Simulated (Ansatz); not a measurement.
# Stack of 1T-PtS2 under alpha-Ga2S3 ferroelectric layer, upper layer turned by 180° in a perpendicular field, part 2 of 2

What dipole does a perpendicular field induce in the stack of 1T-PtS2 under alpha-Ga2S3 ferroelectric layer, upper layer turned by 180°, and does the gap follow? A positive field points along +c.

Ansatz 0.2.0; plane-wave DFT, PBE-D3(BJ), Ansatz PAW.

So far. Step 2 (Relaxation): The lattice constant a goes from 3.610 to 3.576 Å.

### Step 3. Atoms held, field 0, start network

A sawtooth potential applies the field, turning back in the middle of the vacuum. With the dipole correction the typed value is the field outside the slab. The induced dipole is small, so the SCF threshold is tight.

The cell differs from the one that the last finished run ended in (c 53.418 → 30.002 Å).

The input, input.yaml:

```yaml
crystal:
  lattice:
    - [3.5762537554, 0.0, 0.0]
    - [-1.7881268777, 3.0971266025, 0.0]
    - [0.0, 0.0, 30.0020485508]
  atoms:
    - { symbol: S, position: [0.6666666667, 0.3333333333, 0.2999795159] }
    - { symbol: Pt, position: [0.0, 0.0, 0.3407153467] }
    - { symbol: S, position: [0.3333333333, 0.6666666667, 0.3813447611] }
    - { symbol: S, position: [0.3333333333, 0.6666666667, 0.5010076615] }
    - { symbol: Ga, position: [0.0, 0.0, 0.5367781105] }
    - { symbol: S, position: [0.0, 0.0, 0.6101398704] }
    - { symbol: Ga, position: [0.6666666667, 0.3333333333, 0.6614554586] }
    - { symbol: S, position: [0.3333333333, 0.6666666667, 0.7000204841] }
kpoints:
  mp_grid: { grid: [18, 18, 1] }
  band_path:
    path: [[0, 0, 0], [0.5, 0, 0], [0.33333333, 0.33333333, 0], [0, 0, 0]]
    npoints: 16
hamiltonian:
  xc: pbe
  dispersion: d3bj
scf:
  occupations: { method: fermi_dirac, width: 0.02585 }
  convergence: { dr2_threshold: 1.0e-10 }
efield:
  axis: 3
  dipole_correction: true
  ramp_position: 0.97
  ramp_width: 0.06
  amplitude: 0
output:
  dos: { projected: true, e_range: [-6, 5] }
  write_potential: true
  write_density: true
  volumetric_format: npy
  elf: true
```

Started as:

```bash
> ansatz run input.yaml --threads 2 --pin off --max-ram 3072MiB --backend cpu --events-out ev --progress --plain --runs-dir out
```

Numbers of over 12 decimals in the logs are rounded to 6 here.

The log of the run:

```text
[...]
Crystal: 8 atoms, lattice volume = 332.306 Å³
Basis set: ecut = 420 eV, 6407 PW (Γ)
Bands: 45, of which v1, the nominal top of the filled ones, is band 37 counted from 1 (36 counted from 0)
Symmetry: 6 space group operations
[...]
k-points: 37 of 324 (time reversal used)
[...]
SCF iter   1: F=—  HF=-24605.656150 eV  |F-HF|=—  |Δ(HF+E_count)|=         —  Δρ=1.40e-3  dr2=2.00e-2  ethr=1.77e-3  p=-0.045 e·Å  D=-2.43e-2 V/Å  ΔV_dip=0.73 eV  dr2_dipole=1.00e-2  V_vac-E_F(+/−)=6.07/5.34 eV  ⟨swp⟩=11.0  Hψ=8800  notcnv=0  defer=7
efield: sawtooth ramp at fractional position 0.9700 (set: `efield.ramp_position`, or a place that a band, a saddle search or an elastic batch's reference lends), width 0.0600; the density the first Hamiltonian is built on has a dipole p = -0.045 e·Å; the dipole correction subtracts the counter field D = -2.43e-2 V/Å, which shifts the + side's vacuum level by +0.73 eV against the − side's; the planar-averaged density in the ramp window peaks in size at 5.7e-6 e/Å³
[...]
SCF iter   2: F=—  HF=-24605.654290 eV  |F-HF|=—  |Δ(HF+E_count)|=   1.86e-3  Δρ=9.31e-4  dr2=1.20e-2  ethr=2.71e-5  p=-0.081 e·Å  D=-4.41e-2 V/Å  ΔV_dip=1.32 eV  dr2_dipole=2.03e-3  V_vac-E_F(+/−)=6.37/5.04 eV  ⟨swp⟩=3.2  Hψ=2778  notcnv=0  defer=125
[...]
SCF iter  13: F=-24605.653376 eV  HF=-24605.653376 eV  |F-HF|=2.18e-11  |Δ(HF+E_count)|=  6.55e-11  Δρ=6.93e-8  dr2=2.30e-11  ethr=1.00e-12  p=-0.085 e·Å  D=-4.61e-2 V/Å  ΔV_dip=1.38 eV  dr2_dipole=4.34e-12  V_vac-E_F(+/−)=6.35/4.97 eV  ⟨swp⟩=12.3  Hψ=5119  notcnv=0
SCF 1 converged in 13 iterations: F = -24605.653376 eV  dr2 = 2.30e-11
[...]
NSCF: frozen V_eff on 49 k-points
efield: sawtooth ramp at fractional position 0.9700 (kept from the solve that this one continues, or follows in the run), width 0.0600; the density the first Hamiltonian is built on has a dipole p = -0.085 e·Å; the dipole correction subtracts the counter field D = -4.61e-2 V/Å, which shifts the + side's vacuum level by +1.38 eV against the − side's; the planar-averaged density in the ramp window peaks in size at 1.9e-6 e/Å³
[...]
SCF converged after 13 iterations
Free energy (F): -24605.653376 eV
[...]
Internal energy: -24605.653376 eV  (E = F + TS)
E sigma→0 (E₀):  -24605.653376 eV
Entropy (-TS):   -0.000000 eV (-0.000 meV/atom)
Fermi energy:    0.949047 eV
Dipole field:    D = -0.046058 V/Å  (p = -0.084582 e·Å, saw-weighted, corrected)
Work function:   Φ+ = 6.3511 eV   Φ− = 4.9693 eV
Levels:          The Fermi level and band energies are counted from a zero that moves with the ramp; work functions are not
[...]
--- Band table (eV; the first three rows and the last of 37) ---
  k-point 0: bands = [... 33 lower, 0.2493, 0.2493, 0.3721, 0.3721, 2.4172, 2.7665, 2.7665, 3.7587, ... 4 higher]
  k-point 1: bands = [... 33 lower, -0.0728, 0.0797, 0.3081, 0.4724, 2.5594, 2.6095, 2.7111, 3.9206, ... 4 higher]
  k-point 2: bands = [... 33 lower, -0.3606, -0.1859, 0.0093, 0.5434, 2.0928, 2.5758, 2.9951, 4.1845, ... 4 higher]
  k-point 36: bands = [... 33 lower, -1.4452, -1.1692, -1.1142, 0.0660, 1.6954, 1.7206, 2.9956, 3.7510, ... 4 higher]
```

Wall time 1.8 min (2 threads of Intel Xeon at 2.50GHz (Skylake/Cascade Lake), shared host); peak memory 0.92 GiB.

The column dr2 measures how far the density is from self-consistency, as an energy; F and HF (Harris–Foulkes) agree once it is small.

Numbers from this step:

```
dipole along the normal            : -0.08458 e·Å
gap along the path                 : 0.7852 eV
smallest direct gap along the path : 0.8323 eV
step between the vacuum levels     : 1.382 eV
ionisation energy, upper face      : 6.747 eV
electron affinity, upper face      : 5.962 eV
ionisation energy, lower face      : 5.365 eV
gap, the smaller of path and mesh  : 0.7852 eV
```

Running mean over a fixed 2.6 Å (it still follows the layers) of the planar mean; the ramp of the sawtooth is left out. Electron's electrostatic potential energy less the Fermi level against z:

| z (Å) | electron's electrostatic potential energy less the Fermi level (eV) |
| --- | --- |
| 4 | 4.97 |
| 5 | 4.97 |
| 6 | 4.94 |
| 7 | 4.34 |
| 8 | 0.437 |
| 9 | -6.01 |
| 10 | -10.4 |
| 11 | -8.83 |
| 12 | -2.16 |
| 13 | 2.30 |
| 14 | 0.231 |
| 15 | -4.24 |
| 16 | -5.07 |
| 17 | -2.76 |
| 18 | -2.00 |
| 19 | -3.99 |
| 20 | -4.81 |
| 21 | -2.68 |
| 22 | 1.80 |
| 23 | 5.72 |
| 24 | 6.32 |
| 25 | 6.35 |
| 26 | 6.35 |

The density of states has structure finer than the step of the table below, so its rows give means over 0.2 eV, whole bins alone (the curve runs from -6 to 2.38 eV). Peaks (eV: height): -4.65: 9.33, -3.46: 16.8, -2.99: 9.99, -2.47: 13.5, -1.62: 10.9, -1.34: 10.5, -0.93: 11.0.

The density of states by energy, zero at the Fermi level of the run, which the smearing sets inside the gap; means over each step:

| energy (eV) | density of states (states/eV a cell) |
| --- | --- |
| -5.8 | 2.84 |
| -5.6 | 1.92 |
| -5.4 | 2.25 |
| -5.2 | 4.55 |
| -5.0 | 6.01 |
| -4.8 | 5.33 |
| -4.6 | 8.39 |
| -4.4 | 4.91 |
| -4.2 | 4.25 |
| -4.0 | 4.10 |
| -3.8 | 3.68 |
| -3.6 | 6.89 |
| -3.4 | 8.58 |
| -3.2 | 5.77 |
| -3.0 | 5.52 |
| -2.8 | 5.27 |
| -2.6 | 5.53 |
| -2.4 | 7.38 |
| -2.2 | 4.94 |
| -2.0 | 5.45 |
| -1.8 | 5.30 |
| -1.6 | 7.37 |
| -1.4 | 7.26 |
| -1.2 | 2.47 |
| -1.0 | 5.12 |
| -0.8 | 3.50 |
| -0.6 | 2.49 |
| -0.4 | 0.872 |
| -0.2 | 0 |
| 0.0 | 0 |
| 0.2 | 0 |
| 0.4 | 0.670 |
| 0.6 | 4.36 |
| 0.8 | 2.36 |
| 1.0 | 3.12 |
| 1.2 | 4.76 |
| 1.4 | 3.49 |
| 1.6 | 2.37 |
| 1.8 | 1.59 |
| 2.0 | 2.66 |
| 2.2 | 3.57 |

Projected DOS per atom over height of the atomic layer and energy from the Fermi level. Layers: S Pt S S Ga S Ga S from below.

Ten even steps from '0' (0.00 states/eV) to '9' (3.77 states/eV), each cell a mean:
```
00012011
00001000
22200000
33300000
22200000
00000000
00000000
00000201
00000505
10100205
42300103
22200202
22220212
11120201
12140101
19230000
01031211
02031101
14121311
36310000
02100000
12100000
```
Columns: height of the atomic layer (Å) from 9 to 21.0 (not evenly spaced); rows upwards: energy from the Fermi level (eV) from -5.96 to 2.32.

Electronic bands along the path, in eV, zero at the Fermi level of the run, which the smearing sets inside the gap:

| point | band 34 | band 35 | band 36 | band 37 | band 38 | band 39 | band 40 | band 41 |
| --- | --- | --- | --- | --- | --- | --- | --- | --- |
| Γ | -0.70 | -0.70 | -0.58 | -0.58 | 1.47 | 1.82 | 1.82 | 2.81 |
| halfway | -1.77 | -1.48 | -1.33 | -0.47 | 0.39 | 1.38 | 2.14 | 2.80 |
| M | -2.56 | -2.50 | -1.33 | -0.70 | 1.32 | 1.49 | 1.60 | 1.80 |
| halfway | -2.43 | -2.14 | -1.79 | -0.94 | 0.92 | 1.20 | 2.05 | 2.46 |
| K | -2.39 | -2.12 | -2.06 | -0.88 | 0.75 | 0.77 | 2.05 | 2.80 |
| halfway | -1.63 | -1.40 | -1.25 | -1.03 | 0.72 | 0.76 | 2.58 | 3.17 |
| Γ | -0.70 | -0.70 | -0.58 | -0.58 | 1.47 | 1.82 | 1.82 | 2.81 |

Valence density in the ca plane at fractional y = 1.000, with atoms of Pt and Ga and S within 0.2 Å of it. It is the smooth field of the valence electrons, not physical close to the nuclei.

Values in e/Å³, 5 rows by 16 columns, each cell a mean:
```
 0  0  5  3  0  0  0  0  7  1  1  1  0  0  0  0
 0  0  1  0  0  0  0  0  0  0  0  0  0  0  0  0
 0  0  0  0  0  0  0  0  0  0  0  0  0  0  0  0
 0  0  1  1  0  0  0  0  0  0  0  0  0  0  0  0
 0  0  7  3  0  0  0  0 14  2  1  1  0  0  0  0
```
Columns run along c (16.0 Å, from fractional 0.25 to 0.79 of the cell), rows up along a (3.6 Å). Atoms in or near the plane, at fractional coordinates: Pt at (0.34, 0.00), Ga at (0.54, 0.00), S at (0.61, 0.00).

ELF in the ca plane at fractional y = 1.000, with atoms of Pt and Ga and S within 0.2 Å of it. It is the smooth field of the valence electrons, not physical close to the nuclei.

Ten even steps from '0' (0.00) to '9' (0.87), each cell a mean:
```
00023577764210000000121002498348830000000000
00123346533211000012332222479999721122210000
23455433335553100145665322357897422466653200
46777532256776300368887521012332223689886420
57777631257777300378887521000111123689987420
35666532246665200257776421124665223578775310
01234334333432000124553222468999622344432100
00123467643210000001222112488789830011000000
00023677774210000000121101497116840000000000
```
Columns run along c (16.0 Å, from fractional 0.25 to 0.79 of the cell), rows up along a (3.6 Å). Atoms in or near the plane, at fractional coordinates: Pt at (0.34, 0.00), Ga at (0.54, 0.00), S at (0.61, 0.00).

Electrostatic potential energy in the ca plane at fractional y = 1.000, with atoms of Pt and Ga and S within 0.2 Å of it. With pseudopotentials it is smooth inside the atoms' cores, unlike the true potential.

Ten even steps from '0' (-42 eV) to '9' (7 eV), each cell a mean:
```
99999999999999999999860000389999999997444457
99999999999999999999984103789999999998644578
99999999999999999999888777889999999998877889
99999999999999999998888888888999999988888999
99999999999999999998888998888999999988889999
99999999999999999999888888888999999988888899
99999999999999999999986446889999999998766688
99999999999999999999971000589999999998544467
99999999999999999999850000389999999987444447
```
Columns run along c (16.0 Å, from fractional 0.05 to 0.59 of the cell; values clipped at the 3rd and 97th percentile), rows up along a (3.6 Å). Atoms in or near the plane, at fractional coordinates: Pt at (0.34, 0.00), Ga at (0.54, 0.00).

The gap is 0.79 eV, with the valence edge 6.75 eV and the conduction edge 5.96 eV under the upper vacuum level. Spin-orbit coupling, left out in this run, matters for the bands of elements this heavy.

### Step 4. Atoms held, field 0.1 V/Å

Edit input.yaml of step 3 so:

```diff
@@ -28,7 +28,6 @@
   dipole_correction: true
-  ramp_position: 0.97
-  ramp_width: 0.06
-  amplitude: 0
+  ramp_position: 0.9583
+  ramp_width: 0.0833
+  amplitude: 0.1
 output:
-  dos: { projected: true, e_range: [-6, 5] }
   write_potential: true
@@ -36,2 +35 @@
   volumetric_format: npy
-  elf: true
```

The log of the run:

```text
[...]
Crystal: 8 atoms, lattice volume = 332.306 Å³
Basis set: ecut = 420 eV, 6407 PW (Γ)
Bands: 45, of which v1, the nominal top of the filled ones, is band 37 counted from 1 (36 counted from 0)
Symmetry: 6 space group operations
[...]
k-points: 37 of 324 (time reversal used)
[...]
k-point 0: bands = [... 33 lower, 0.3280, 0.3280, 0.4577, 0.4577, 2.4685, 2.6681, 2.6681, 3.8407, ... 4 higher]
  k-point 1: bands = [... 33 lower, 0.0114, 0.1611, 0.3896, 0.5552, 2.4624, 2.6127, 2.6597, 4.0018, ... 4 higher]
  k-point 2: bands = [... 33 lower, -0.3481, -0.1038, 0.0905, 0.6252, 1.9944, 2.4774, 3.0479, 4.2638, ... 4 higher]
  k-point 36: bands = [... 33 lower, -1.3639, -1.2720, -1.1973, 0.1535, 1.6008, 1.6196, 3.0637, 3.8052, ... 4 higher]
[key lines of the parts left out:]
SCF converged after 17 iterations
Free energy (F): -24605.648622 eV
Fermi energy:    0.940743 eV
Dipole field:    D = -0.005697 V/Å  (p = -0.010462 e·Å, saw-weighted, corrected)
```

Elapsed: 2.1 min, on 2 threads; peak memory 0.92 GiB; 3.8 min of CPU time.

The dipole is -0.0105 e·Å, 0.0741 e·Å from its value without field, and the gap 0.606 eV.

### Step 5. Single point, field -0.1 V/Å

Edit input.yaml of step 4 so:

```diff
@@ -30,3 +30,3 @@
   ramp_width: 0.0833
-  amplitude: 0.1
+  amplitude: -0.1
 output:
```

The log of the run:

```text
[...]
Crystal: 8 atoms, lattice volume = 332.306 Å³
Basis set: ecut = 420 eV, 6407 PW (Γ)
Bands: 45, of which v1, the nominal top of the filled ones, is band 37 counted from 1 (36 counted from 0)
Symmetry: 6 space group operations
[...]
k-points: 37 of 324 (time reversal used)
[...]
k-point 0: bands = [... 33 lower, 0.1674, 0.1674, 0.2863, 0.2863, 2.3644, 2.8660, 2.8660, 3.6750, ... 4 higher]
  k-point 1: bands = [... 33 lower, -0.1591, -0.0039, 0.2254, 0.3884, 2.5536, 2.6616, 2.8105, 3.8374, ... 4 higher]
  k-point 2: bands = [... 33 lower, -0.3167, -0.2701, -0.0728, 0.4601, 2.1922, 2.6752, 2.9407, 4.1034, ... 4 higher]
  k-point 36: bands = [... 33 lower, -1.5280, -1.0654, -1.0280, -0.0229, 1.7907, 1.8227, 2.9259, 3.6952, ... 4 higher]
[key lines of the parts left out:]
SCF converged after 18 iterations
Free energy (F): -24605.665533 eV
Fermi energy:    0.957046 eV
Dipole field:    D = -0.086322 V/Å  (p = -0.158525 e·Å, saw-weighted, corrected)
```

Wall time 2 min (2 threads); peak memory 0.91 GiB.

The dipole is -0.159 e·Å, -0.0739 e·Å from its value without field, and the gap 0.967 eV.

### Step 6. Response, atoms held

This step: plane-wave DFT, PBE-D3(BJ), Ansatz PAW; response to a field along the normal, atoms held (Ansatz 0.2.0).

The dipoles give the slope, and the difference of two potentials shows where the field is screened.

This step gave:

```yaml
equivalent_conductor_thickness_p_eps_0ae: 12.09 Å
distance_between_the_outer_atoms: 12.00 Å
```

The dipole of the cell by applied field:

| applied field (V/Å) | dipole of the cell (e·Å) |
| --- | --- |
| -0.1000 | -0.159 |
| 0.0000 | -0.0846 |
| 0.1000 | -0.0105 |

Local field over the applied field, running mean. From the potentials at -0.1 and 0.1 V/Å; running mean over 2.8 Å. The local field over applied field by z:

z (Å), local field over applied field and a bar:
```
      4.5      0.999 ##############################
      5.0      0.996 ##############################
      5.5      0.987 ##############################
      6.0      0.965 #############################
      6.5      0.912 ###########################
      7.0      0.811 ########################
      7.5      0.670 ####################
      8.0      0.508 ###############
      8.5      0.344 #########
      9.0      0.200 #####
      9.5      0.096 ##
     10.0      0.045 
     10.5      0.044 
     11.0      0.093 ##
     11.5      0.189 #####
     12.0      0.305 ########
     12.5      0.410 ###########
     13.0      0.462 #############
     13.5      0.456 #############
     14.0      0.394 ###########
     14.5      0.290 ########
     15.0      0.193 #####
     15.5      0.136 ###
     16.0      0.110 ##
     16.5      0.103 ##
     17.0      0.099 ##
     17.5      0.089 #
     18.0      0.080 #
     18.5      0.072 #
     19.0      0.065 #
     19.5      0.063 #
     20.0      0.085 #
     20.5      0.132 ###
     21.0      0.213 #####
     21.5      0.341 #########
     22.0      0.503 ##############
     22.5      0.666 ####################
     23.0      0.812 ########################
     23.5      0.917 ###########################
     24.0      0.969 #############################
     24.5      0.989 ##############################
     25.0      0.997 ##############################
     25.5      0.999 ##############################
```

The induced electron density oscillates, so the rows of the table below give means over windows of 1 Å about each position, cut where the curve ends. Its maxima inside the range that stand out by 2 % of the span (Å: e/Å³ per V/Å): 8.1: 0.00339, 10.0: 4.0e-5, 10.7: 1.5e-4, 14.2: 0.00310, 17.1: 0.00121, 18.2: 9.3e-4, 20.0: 0.00113. Its minima: 9.7: -1.3e-4, 10.3: -1.1e-4, 12.4: -0.00296, 16.3: -0.0016, 17.8: 2.0e-4, 19.0: -0.00175, 21.9: -0.00366.

Electrons, planar mean, per unit field. Table of induced electron density by z; means over each step:

z (Å), induced electron density (e/Å³ per V/Å) and a bar from the least value:
```
        5    0.00002 ################
        6    0.00016 ################
        7    0.00107 #####################
        8    0.00291 ##############################
        9    0.00129 ######################
       10   -0.00001 ###############
       11   -0.00047 #############
       12   -0.00214 #####
       13   -0.00089 ###########
       14    0.00248 ############################
       15    0.00096 ####################
       16   -0.00096 ###########
       17    0.00071 ###################
       18    0.00051 ##################
       19   -0.00100 ###########
       20    0.00076 ###################
       21   -0.00107 ##########
       22   -0.00312 
       23   -0.00105 ##########
       24   -0.00014 ###############
       25   -0.00001 ###############
```

The smaller of the gaps on the path and on the k-mesh, counted as 0 under 0.03 eV. The gap by applied field:

| applied field (V/Å) | gap (eV) |
| --- | --- |
| -0.1000 | 0.967 |
| 0.0000 | 0.785 |
| 0.1000 | 0.606 |

By hand: between -0.1 and 0.1 V/Å the dipole changes by 0.1481 e·Å, a slope of 0.7403 e·Å²/V. A perfect conductor of thickness t has p = ε₀AEt, so t = 180.95 × 0.7403 / 11.076 = 12.09 Å (e/ε₀ = 180.95 V·Å, A in Å²).

The induced dipole is that of a conductor 12.09 Å thick.

### Step 7. Outcome

```json
{
 "gap without field": "0.785 eV",
 "ionisation energy, upper face": "6.75 eV",
 "electron affinity, upper face": "5.96 eV",
 "step between the vacuum levels": "1.38 eV",
 "equivalent conductor thickness, atoms held": "12.1 Å"
}
```

**Reading.** The induced dipole equals that of a perfect conductor 12.09 Å thick, while the outer atoms lie 12.00 Å apart; an out-of-plane ε follows only once a thickness t is chosen, by 1 − 1/ε = 12.09 Å / t. The two faces differ: the vacuum level above lies 1.38 eV higher than the one below. The gap goes from 0.79 eV to 0.97 eV at -0.1 V/Å. With the field reversed the gap is 0.61 eV at 0.1 V/Å. Semilocal functionals give gaps that are too small, and excitons are not included. Spin-orbit coupling is left out, which matters for the bands of elements this heavy.

[Logs are printed without paths, hosts, clocks, repeated set-up lines and the standing remarks that a program may print on its own settings, such as how far it seeks lower states.]

[Hosts, paths, dates, database ids (printed as entryN), source tags and the programs' standing remarks are cut or masked in the printed files.]

[Maps of the electrostatic potential energy from Ansatz leave out the sawtooth potential of an applied field or a dipole correction, so their vacuum need not be flat; planar profiles and work functions include it.]

[The density of states shown here was stored with 400 of the rows of the run's finer table, so its peaks can read low, often by over a quarter, or be missed, and its means over a window can be off by a tenth or more.]
